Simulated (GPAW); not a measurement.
# How AlFe absorbs and reflects light, part 2 of 2

Aim: the dielectric function of AlFe, and the optical constants that follow from it.

GPAW 26.7.0; DFT, PBE, plane-wave PAW (GPAW data sets), scalar-relativistic, RPA, optical limit.

So far. Step 2 (Ground state): There are states at the Fermi level within the smearing, so the occupations stay smeared and the carriers get a Drude term.

## 4. Dielectric function, RPA

Transitions between filled and empty bands, summed over the zone, give the optical response, so mesh, band count and broadening shape it.

The induced potential is part of this response.

This step: DFT, PBE, plane-wave PAW (GPAW data sets), scalar-relativistic, RPA, optical limit (GPAW 26.7.0).

df.py reads:

```python
from gpaw.response.df import DielectricFunction

df = DielectricFunction('full.gpw', frequencies={'type': 'nonlinear', 'domega0': 0.03, 'omega2': 8},
                        ecut=50,
                        eta=0.1,
                        nbands=21,
                        rate=0.1,
                        txt='df.txt')
for direction in ['x']:
    df.get_dielectric_function(xc='RPA', direction=direction, filename=f'df_{direction}.csv')
```

Launch:

```bash
OMP_NUM_THREADS=1 python df.py
```

Numbers of over 12 decimals in the logs are rounded to 6 here.

What it wrote:

```text
Using integrator: PointIntegrator
NonLinearFrequencyDescriptor(from 0.000 to 42.305 eV, 443 points)
Nonperiodic BCs:  [False False False]
Using integrator: PointIntegrator
NonLinearFrequencyDescriptor(from 0.000 to 42.305 eV, 443 points)
Nonperiodic BCs:  [False False False]
Using integrator: PointIntegrator

Calculating chi0 body with:
    Ground state adapter containing:
    Number of spins: 2
    Number of kpoints: 2744
    Number of irreducible kpoints: 120
    Number of completely occupied states: 3
    Number of partially occupied states: 7

    Linear response parametrization:
    q_c: [0.0, 0.0, 0.0]
    Number of frequency points: 443
    Planewave cutoff: 50.0
    Number of bands: 21
    Number of planewaves: 19
    Broadening (eta): 0.1

Integrating chi0 body.

Symmetries of q_c:
    Direct symmetries (Uq -> q): 48
    Indirect symmetries (TUq -> q): 0
In total 48 allowed symmetries.

120 groups of equivalent kpoints. 95.626822% reduction.

Integral kind: spectral function

Calculating chi0 optical extensions with:
    Ground state adapter containing:
    Number of spins: 2
    Number of kpoints: 2744
    Number of irreducible kpoints: 120
    Number of completely occupied states: 3
    Number of partially occupied states: 7

    Linear response parametrization:
    Number of frequency points: 443
    Planewave cutoff: 50.0
    Number of bands: 21
    Number of planewaves: 19
    Broadening (eta): 0.1
Integrating chi0 head and wings.

Symmetries of q_c:
    Direct symmetries (Uq -> q): 48
    Indirect symmetries (TUq -> q): 0
In total 48 allowed symmetries.

120 groups of equivalent kpoints. 95.626822% reduction.

Integral kind: spectral function wings

Calculating drude chi0 with:
    Number of frequency points:443
    Plasma frequency decay rate: 0.1 eV

    Ground state adapter containing:
    Number of spins: 2
    Number of kpoints: 2744
    Number of irreducible kpoints: 120
    Number of completely occupied states: 3
    Number of partially occupied states: 7

Symmetries of q_c:
    Direct symmetries (Uq -> q): 48
    Indirect symmetries (TUq -> q): 0
In total 48 allowed symmetries.

120 groups of equivalent kpoints. 95.626822% reduction.

Integral kind: intraband
Plasma frequency:
[[5.29-0.j 0.  +0.j 0.  +0.j]
 [0.  +0.j 5.29-0.j 0.  +0.j]
 [0.  +0.j 0.  +0.j 5.29-0.j]]
```

Wall time 7.8 s (1 thread of Arm Neoverse V2, shared host); peak memory 0.23 GiB.

This step gave:

```
centre of weight of the strongest loss peak in the window : 17.87 eV
```

Some rows of df_x.csv (energy; Re and Im without local fields; Re and Im with them):

```text
0.000000, 3095.306004, -0.000000, 3095.147486, -0.000000
0.555532, -74.457889, 45.177658, -74.656066, 45.180893
1.143969, -8.169118, 15.598414, -8.386466, 15.529788
1.768324, -4.819363, 14.995613, -4.940874, 14.878668
2.431988, -0.772007, 11.682413, -0.834094, 11.572604
3.138794, 0.269746, 5.989840, 0.164725, 5.910305
3.893091, 3.607524, 4.216135, 3.509355, 4.140230
4.699832, 9.241338, 10.664870, 9.056319, 10.415434
5.564682, 1.516374, 7.651791, 1.422148, 7.634783
6.494155, -1.634964, 10.703831, -1.639550, 10.732631
7.495775, -3.034409, 7.910038, -2.746222, 7.596682
8.578281, -3.763134, 4.741279, -3.637765, 4.741449
9.751884, -2.528894, 2.462622, -2.494430, 2.454653
11.028587, -2.029767, 1.709008, -1.984492, 1.694823
12.422601, -1.331369, 1.092479, -1.285241, 1.068954
13.950874, -0.611937, 0.763286, -0.614114, 0.746075
15.633783, -0.327686, 0.461494, -0.329116, 0.459634
17.496047, 0.008056, 0.415968, 0.059996, 0.403431
19.567954, 0.266541, 0.324648, 0.281882, 0.358844
21.887015, 0.482627, 0.213687, 0.444627, 0.277767
24.500258, 0.840467, 0.146074, 0.685876, 0.241575
```

The Im ε, E ∥ x has structure finer than the step of the table below, so its rows give means over 0.5 eV, whole bins alone (the curve runs from 0.305 to 25.0 eV). Peaks (eV: height): 1.59: 18.9, 4.84: 12.8, 6.12: 12.4.

Sum at mesh points, not converged in k. Im ε, E ∥ x against photon energy; means over each step:

```tsv
photon energy (eV)	Im ε, E ∥ x
1.0	18.1
1.5	17.0
2.0	12.0
2.5	10.9
3.0	6.84
3.5	5.25
4.0	4.25
4.5	6.97
5.0	11.9
5.5	8.58
6.0	10.4
6.5	10.7
7.0	7.87
7.5	7.34
8.0	6.00
8.5	4.87
9.0	3.62
9.5	2.71
10.0	2.40
10.5	2.12
11.0	1.72
11.5	1.41
12.0	1.16
12.5	1.02
13.0	0.858
13.5	0.744
14.0	0.724
14.5	0.700
15.0	0.610
15.5	0.505
16.0	0.483
16.5	0.448
17.0	0.410
17.5	0.400
18.0	0.415
18.5	0.388
19.0	0.357
19.5	0.348
20.0	0.340
20.5	0.329
21.0	0.326
21.5	0.304
22.0	0.274
22.5	0.257
23.0	0.276
23.5	0.258
24.0	0.245
24.5	0.245
```

Values under 1 per cm are given as 1; sum at mesh points, not converged in k. The absorption coefficient, E ∥ x by photon energy:

photon energy (eV), log10 absorption coefficient, E ∥ x (1/cm) and a bar from the least value:
```
     1.01        5.6 ###
     1.99        5.7 #######
     3.02        5.8 #########
     3.98        5.6 
     4.98        6.0 ####################
     6.02        6.1 ######################
     6.99        6.2 ###########################
     8.03        6.3 ##############################
     9.02        6.3 #############################
    10.03        6.2 ############################
    11.03        6.2 ############################
    12.02        6.2 ###########################
    13.00        6.2 #########################
    14.04        6.1 #######################
    14.96        6.1 ######################
    16.03        6.0 ##################
    16.96        5.9 ###############
    18.05        5.9 #############
    18.97        5.8 ###########
    20.06        5.7 #######
    20.95        5.7 #######
    22.02        5.6 ###
    23.01        5.6 ###
    24.04        5.6
```

The reflectivity at normal incidence, E ∥ x has structure finer than the step of the table below, so its rows give means over 1 eV, whole bins alone (the curve runs from 0.305 to 25.0 eV). Peaks (eV: height): 5.3: 41.8, 9.5: 56.1.

Sum at mesh points, not converged in k. Table of reflectivity at normal incidence, E ∥ x by photon energy; means over each step:

```tsv
photon energy (eV)	reflectivity at normal incidence, E ∥ x (%)
1	70.6
2	49.7
3	37.7
4	23.7
5	39.1
6	39.1
7	46.5
8	49.8
9	54.3
10	51.9
11	52.6
12	52.1
13	49.7
14	42.2
15	39.2
16	32.6
17	23.9
18	15.9
19	11.8
20	8.02
21	5.92
22	4.26
23	2.68
24	1.75
```

Sum at mesh points, not converged in k. Table of loss function −Im 1/ε at q → 0, E ∥ x by energy loss; read off at these points:

energy loss (eV), loss function −Im 1/ε at q → 0, E ∥ x and a bar:
```
      1.0       0.03 
      2.0       0.09 #
      3.0       0.14 #
      4.0       0.12 #
      5.0       0.08 #
      6.0       0.08 #
      7.0       0.12 #
      8.0       0.12 #
      9.0       0.16 #
     10.0       0.21 ##
     11.0       0.25 ###
     12.0       0.31 ###
     13.0       0.49 ######
     14.0       0.79 #########
     15.0       1.01 ############
     16.0       1.75 #####################
     17.0       2.45 #############################
     17.3       2.52 ##############################
     18.0       2.17 ##########################
     18.3       2.37 ############################
     19.0       2.27 ###########################
     20.0       1.58 ###################
     21.0       1.31 ###############
     22.0       0.95 ###########
     23.0       0.75 #########
     24.0       0.51 ######
```

The Im ε, E ∥ x has structure finer than the step of the table below, so its rows give means over 1 eV, whole bins alone (the curve runs from 0.305 to 25.0 eV). Peaks (eV: height): without local fields 1.6: 19.1, 4.8: 13.1, 6.1: 12.7; with local fields 1.6: 18.9, 4.8: 12.8, 6.1: 12.4.

Sum at mesh points, not converged in k. Table of Im ε, E ∥ x by photon energy; means over each step:

```tsv
photon energy (eV)	without local fields	with local fields
1	22.7	22.6
2	13.5	13.4
3	7.43	7.36
4	4.74	4.66
5	10.6	10.5
6	10.1	9.99
7	8.62	8.35
8	6.16	6.05
9	3.70	3.70
10	2.38	2.37
11	1.76	1.74
12	1.20	1.19
13	0.862	0.864
14	0.730	0.717
15	0.612	0.611
16	0.485	0.473
17	0.432	0.414
18	0.393	0.403
19	0.324	0.363
20	0.291	0.341
21	0.264	0.322
22	0.207	0.276
23	0.191	0.269
24	0.165	0.249
```

From ε follow the optical constants at some laser and lamp lines:

```tsv
wavelength (nm)	n	k	R (%)	1/α
1550	1.97	5.983	82.4	21 nm
1064	2.19	3.519	61.2	24 nm
800	2.98	3.117	53.4	20 nm
633	2.17	2.681	49.6	19 nm
450	1.85	2.326	45.3	15 nm
248	2.77	2.147	41.1	9.2 nm
193	2.23	2.507	46.6	6.1 nm
```

In reflection the computed colour is light grey: x = 0.317, y = 0.331, luminous reflectivity 45 %.

## 5. Results

| Property | Result |
| --- | --- |
| centre of weight of the strongest loss peak in the window, first axis | 17.9 eV |

What this shows: At this level (PBE, RPA) AlFe is a metal. The mesh is too coarse to trust the carriers' weight, the reflectivity or the colour to better than tens of per cent. In reflection the computed colour is light grey: x = 0.317, y = 0.331, luminous reflectivity 45 %. The carriers' damping of 0.1 eV is typed, not computed; it shapes the response at the lowest energies. The magnetic state comes from one start and need not be the lowest. In this version of GPAW the matrix elements of the optical limit are incomplete, which can lower ε − 1 by up to a tenth where first-row anions or d states rule, and shift it by more in d metals. GPAW's carrier term has the form −ωp²/(ω + i·rate)², which damps like twice the rate and fails at low energy, so the curves leave the lowest energies out. The sum runs over mesh points 0.15 Å⁻¹ apart with no interpolation, so peaks are partly noise of the mesh, and the Drude plasma energy, a sum over the Fermi surface, isn't converged.

[Machine, clock and banner lines and Python warnings are left out of the logs.]

[Logs are printed without paths, hosts, clocks, repeated set-up lines and the standing remarks that a program may print on its own settings, such as how far it seeks lower states.]

[Hosts, paths, dates, database ids (printed as entryN), source tags and the programs' standing remarks are cut or masked in the printed files.]
